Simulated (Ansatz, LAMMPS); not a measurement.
# Squeezing and shearing glassy 81SiO2-7Na2O-7CaO-4ZnO (mol %) (78 atoms)

How stiff is glassy 81SiO2-7Na2O-7CaO-4ZnO (mol %) (78 atoms), and how do its levels respond to strain?

Calculated with Ansatz 0.2.0; Kohn-Sham DFT, PBE, PAW (set soft_2), plane waves.

### Step 1. The structure

The cell holds 78 atoms: 22 Si, 4 Na, 2 Ca, 1 Zn and 49 O. Its edges and angles: a = 10.144 Å, b = 10.144 Å, c = 10.144 Å, α = 90.0°, β = 90.0°, γ = 90.0°. 78 atoms (22 Si, 4 Na, 2 Ca, 1 Zn, 49 O) placed at random at 2.4 g/cm³, melted at 4000 K for 10 ps at fixed volume with the Morse and Coulomb pair potential with partial charges (Pedone, Malavasi, Menziani, Cormack and Segre, J. Phys. Chem. B 110, 11780 (2006)). Quenched from 4000 K to 300 K at 1000 K/ps and fixed volume, held 10 ps at zero pressure.

What the set-up can't give: The quench rate of 1000 K/ps is many orders above laboratory rates, so the cell is likely richer in defects and strain than a real sample. The starting topology of bonds comes from the classical model, and needn't be the one that DFT or experiment would give. Only the Γ point is sampled.

### Step 2. Single point at the start

The forces at the start show how far the geometry lies from a minimum of this functional.

input.yaml

```yaml
crystal:
  lattice:
    - [10.14429, 0.0, 0.0]
    - [0.0, 10.14429, 0.0]
    - [0.0, 0.0, 10.14429]
  atoms:
    - { symbol: Si, position: [0.96163, 0.42838, 0.09926] }
    - { symbol: Si, position: [0.22115, 0.48661, 0.20062] }
    - { symbol: Si, position: [0.7442, 0.82389, 0.8279] }
    - { symbol: Si, position: [0.24927, 0.84195, 0.55044] }
    - { symbol: Si, position: [0.1162, 0.39788, 0.83449] }
    - { symbol: Si, position: [0.61572, 0.26465, 0.17599] }
    - { symbol: Si, position: [0.84676, 0.41393, 0.51784] }
    - { symbol: Si, position: [0.23318, 0.12737, 0.42962] }
    - { symbol: Si, position: [0.43319, 0.82605, 0.79733] }
    - { symbol: Si, position: [0.31952, 0.19052, 0.15556] }
    - { symbol: Si, position: [0.023, 0.13586, 0.73321] }
    - { symbol: Si, position: [0.87089, 0.92937, 0.5675] }
    - { symbol: Si, position: [0.46682, 0.80904, 0.32789] }
    - { symbol: Si, position: [0.95453, 0.1928, 0.31174] }
    - { symbol: Si, position: [0.58268, 0.51607, 0.36905] }
    - { symbol: Si, position: [0.0899, 0.58267, 0.62502] }
    - { symbol: Si, position: [0.30312, 0.42754, 0.48231] }
    - { symbol: Si, position: [0.62206, 0.07617, 0.43099] }
    - { symbol: Si, position: [0.60983, 0.2688, 0.66523] }
    - { symbol: Si, position: [0.22573, 0.99972, 0.93122] }
    - { symbol: Si, position: [0.74837, 0.63536, 0.05161] }
    - { symbol: Si, position: [0.43004, 0.66956, 0.05496] }
    - { symbol: Na, position: [0.0393, 0.71011, 0.93692] }
    - { symbol: Na, position: [0.70335, 0.94459, 0.16121] }
    - { symbol: Na, position: [0.95021, 0.04257, 0.03072] }
    - { symbol: Na, position: [0.38591, 0.5402, 0.75322] }
    - { symbol: Ca, position: [0.00666, 0.84202, 0.25135] }
    - { symbol: Ca, position: [0.42553, 0.232, 0.87219] }
    - { symbol: Zn, position: [0.75134, 0.13258, 0.9083] }
    - { symbol: O, position: [0.60003, 0.4098, 0.24184] }
    - { symbol: O, position: [0.33048, 0.56941, 0.12251] }
    - { symbol: O, position: [0.74113, 0.0023, 0.49976] }
    - { symbol: O, position: [0.92849, 0.1364, 0.84764] }
    - { symbol: O, position: [0.25311, 0.11629, 0.03657] }
    - { symbol: O, position: [0.26098, 0.389, 0.8692] }
    - { symbol: O, position: [0.45624, 0.46285, 0.45645] }
    - { symbol: O, position: [0.26422, 0.2731, 0.4784] }
    - { symbol: O, position: [0.58454, 0.62359, 0.05342] }
    - { symbol: O, position: [0.25108, 0.33184, 0.18234] }
    - { symbol: O, position: [0.96194, 0.31223, 0.19753] }
    - { symbol: O, position: [0.83327, 0.50722, 0.07178] }
    - { symbol: O, position: [0.23084, 0.49019, 0.35332] }
    - { symbol: O, position: [0.94307, 0.85332, 0.4571] }
    - { symbol: O, position: [0.63658, 0.15483, 0.29628] }
    - { symbol: O, position: [0.75605, 0.33326, 0.63404] }
    - { symbol: O, position: [0.46865, 0.23262, 0.11409] }
    - { symbol: O, position: [0.07653, 0.53315, 0.15914] }
    - { symbol: O, position: [0.74461, 0.94097, 0.92868] }
    - { symbol: O, position: [0.53428, 0.93674, 0.38606] }
    - { symbol: O, position: [0.13352, 0.73834, 0.59869] }
    - { symbol: O, position: [0.36552, 0.81267, 0.65287] }
    - { symbol: O, position: [0.14351, 0.88584, 0.00718] }
    - { symbol: O, position: [0.79989, 0.73895, 0.16534] }
    - { symbol: O, position: [0.56442, 0.17756, 0.53038] }
    - { symbol: O, position: [0.9025, 0.06834, 0.23801] }
    - { symbol: O, position: [0.15286, 0.05711, 0.80446] }
    - { symbol: O, position: [0.32258, 0.11599, 0.29258] }
    - { symbol: O, position: [0.31843, 0.79711, 0.40594] }
    - { symbol: O, position: [0.03561, 0.38021, 0.96809] }
    - { symbol: O, position: [0.7123, 0.23684, 0.06236] }
    - { symbol: O, position: [0.36406, 0.95714, 0.86121] }
    - { symbol: O, position: [0.49918, 0.3613, 0.70924] }
    - { symbol: O, position: [0.61732, 0.15891, 0.77826] }
    - { symbol: O, position: [0.96595, 0.51441, 0.555] }
    - { symbol: O, position: [0.58729, 0.81145, 0.79375] }
    - { symbol: O, position: [0.96712, 0.04951, 0.62057] }
    - { symbol: O, position: [0.2262, 0.50675, 0.59514] }
    - { symbol: O, position: [0.79063, 0.69826, 0.90887] }
    - { symbol: O, position: [0.09867, 0.14164, 0.3668] }
    - { symbol: O, position: [0.72853, 0.4938, 0.44253] }
    - { symbol: O, position: [0.54258, 0.66733, 0.34917] }
    - { symbol: O, position: [0.0804, 0.55142, 0.77683] }
    - { symbol: O, position: [0.88804, 0.29399, 0.42554] }
    - { symbol: O, position: [0.2385, 0.00203, 0.52224] }
    - { symbol: O, position: [0.82467, 0.857, 0.69594] }
    - { symbol: O, position: [0.39439, 0.71743, 0.90964] }
    - { symbol: O, position: [0.43745, 0.79979, 0.17501] }
    - { symbol: O, position: [0.07564, 0.28982, 0.71645] }
kpoints:
  mp_grid: { grid: [1, 1, 1] }
hamiltonian:
  xc: pbe
scf:
  occupations: { method: gaussian, width: 0.05 }
output:
  forces: true
```

Run with:

```sh
ansatz run input.yaml --threads 4 --pin off --max-ram 8192MiB --backend cpu --events-out ev --progress --plain --runs-dir out
```

What it wrote:

```text
[...]
Pseudopotentials: kind: paw
Pseudopotential: Si, paw, valence charge 4, recommended cutoff 420 eV (normal), Si.paw.azcp
Pseudopotential: Na, paw, valence charge 9, recommended cutoff 420 eV (normal), Na.paw.azcp
Pseudopotential: Ca, paw, valence charge 10, recommended cutoff 420 eV (normal), Ca.paw.azcp
Pseudopotential: Zn, paw, valence charge 12, recommended cutoff 420 eV (normal), Zn.paw.azcp
Pseudopotential: O, paw, valence charge 6, recommended cutoff 420 eV (normal), O.paw.azcp
[... 5 lines on functional and potentials left out ...]
Crystal: 78 atoms, lattice volume = 1043.915 Å³
Basis set: ecut = 420 eV, 20341 PW (Γ), exchange–correlation on 144×144×144 points (8 copies of the dense FFT grid, shifted against one another)
Bands: 303, of which v1, the nominal top of the filled ones, is band 225 counted from 1 (224 counted from 0)
Symmetry: 1 space group operations
Space group: P1 (ITA 1), of the structure as read, at distance tolerance 1.0e-4 Å
k-points: 1
[... 11 lines on functional and potentials left out ...]
Initial density: superposition of atomic densities (neutral atoms: chi_scale 0, normalization atom), corrected by the library's trained network
Initial wavefunctions: pseudopotential atomic-orbital guess
[...]
SCF iter   1: F=—  HF=-54764.951895 eV  |F-HF|=—  |Δ(HF+E_count)|=         —  Δρ=2.26e-3  dr2=6.50e-2  ethr=1.77e-3  ⟨swp⟩=7.0  Hψ=1567  notcnv=0  defer=34
preconditioner: auto → Resta (q_TF=auto, 2.371 Å⁻¹)  ε∞=3.1  [insulator: Δε(μ)=3.581 eV  Ē_g=16.597 eV  σ=0.050 eV  W_gap=1.00  n_scr=250 (ndim 8)  ℏωp=24.1 eV  f_vac=0.151  D(μ)=0.00/eV (n_scr^D=0)  ε∞_Penn≈3.1]
SCF iter   2: F=—  HF=-54764.951352 eV  |F-HF|=—  |Δ(HF+E_count)|=   5.43e-4  Δρ=1.16e-3  dr2=1.66e-2  ethr=1.45e-5  ⟨swp⟩=2.0  Hψ=496  notcnv=0  defer=67
SCF iter   3: F=—  HF=-54764.952912 eV  |F-HF|=—  |Δ(HF+E_count)|=   1.56e-3  Δρ=5.41e-4  dr2=4.33e-3  ethr=3.69e-6  ⟨swp⟩=2.0  Hψ=396  notcnv=0  defer=24
automatic band count: iteration 3 solves 260 bands in place of 303: the levels show a gap, and the empty bands left out lie too high to hold charge; the band table lists the bands solved (type scf.n_extra_bands for more)
SCF iter   4: F=—  HF=-54764.952548 eV  |F-HF|=—  |Δ(HF+E_count)|=   3.63e-4  Δρ=1.76e-4  dr2=3.85e-4  ethr=9.63e-7  ⟨swp⟩=2.0  Hψ=396  notcnv=0  defer=24
SCF iter   5: F=—  HF=-54764.952590 eV  |F-HF|=—  |Δ(HF+E_count)|=   4.13e-5  Δρ=1.14e-4  dr2=1.17e-4  ethr=8.55e-8  ⟨swp⟩=2.0  Hψ=395  notcnv=0  defer=24
SCF iter   6: F=—  HF=-54764.952590 eV  |F-HF|=—  |Δ(HF+E_count)|=   7.51e-7  Δρ=2.84e-5  dr2=8.13e-6  ethr=2.59e-8  ⟨swp⟩=2.0  Hψ=392  notcnv=0  defer=24
SCF iter   7: F=—  HF=-54764.954203 eV  |F-HF|=—  |Δ(HF+E_count)|=   1.61e-3  Δρ=1.60e-5  dr2=1.98e-6  ethr=1.81e-9  ⟨swp⟩=2.0  Hψ=485  notcnv=0  defer=26
SCF iter   8: F=—  HF=-54764.954204 eV  |F-HF|=—  |Δ(HF+E_count)|=   6.90e-7  Δρ=5.62e-6  dr2=3.02e-7  ethr=4.41e-10  ⟨swp⟩=2.0  Hψ=396  notcnv=0  defer=26
SCF iter   9: F=-54764.954204 eV  HF=-54764.954204 eV  |F-HF|=7.15e-9  |Δ(HF+E_count)|=   2.68e-7  Δρ=2.69e-6  dr2=6.85e-8  ethr=2.22e-11  ⟨swp⟩=4.0  Hψ=870  notcnv=0
SCF 1 converged in 9 iterations: F = -54764.954204 eV  dr2 = 6.85e-8
[...]
SCF converged after 9 iterations
Free energy (F): -54764.954204 eV
Harris-Foulkes:  -54764.954204 eV  (|F-HF|=7.15e-9)
Internal energy: -54764.954204 eV  (E = F + TS)
E sigma→0 (E₀):  -54764.954204 eV
Fermi energy:    5.602160 eV
--- Per-component energies (eV) ---
[...]
Σ components = -54764.954204   (vs F -54764.954204, Δ=0.00e0)
--- Forces (eV/Å), atoms counted from 1 ---
  atom   1  Si     2.56840355    -0.13319087    -0.34258580
  atom   2  Si     0.45513157    -1.90378684    -0.63555709
  atom   3  Si    -1.23443099     2.19422794    -0.15350908
  atom   4  Si     0.82464070    -0.49401944    -2.67881338
[...]
atom  78  O     -0.17545270     0.32622450    -0.43451831
  max |Σ_I F_I| component: 4.62e-5 eV/Å
```

Wall time 8.3 s (4 threads of Arm Neoverse V1, shared host); peak memory 1.3 GiB.

The r.m.s. force at the start is 1.4 eV/Å.

(Continued in part 2 of 4.)

[Logs are printed without paths, hosts, clocks, repeated set-up lines and the standing remarks that a program may print on its own settings, such as how far it seeks lower states.]

[Hosts, paths, dates, database ids (printed as entryN), source tags and the programs' standing remarks are cut or masked in the printed files.]
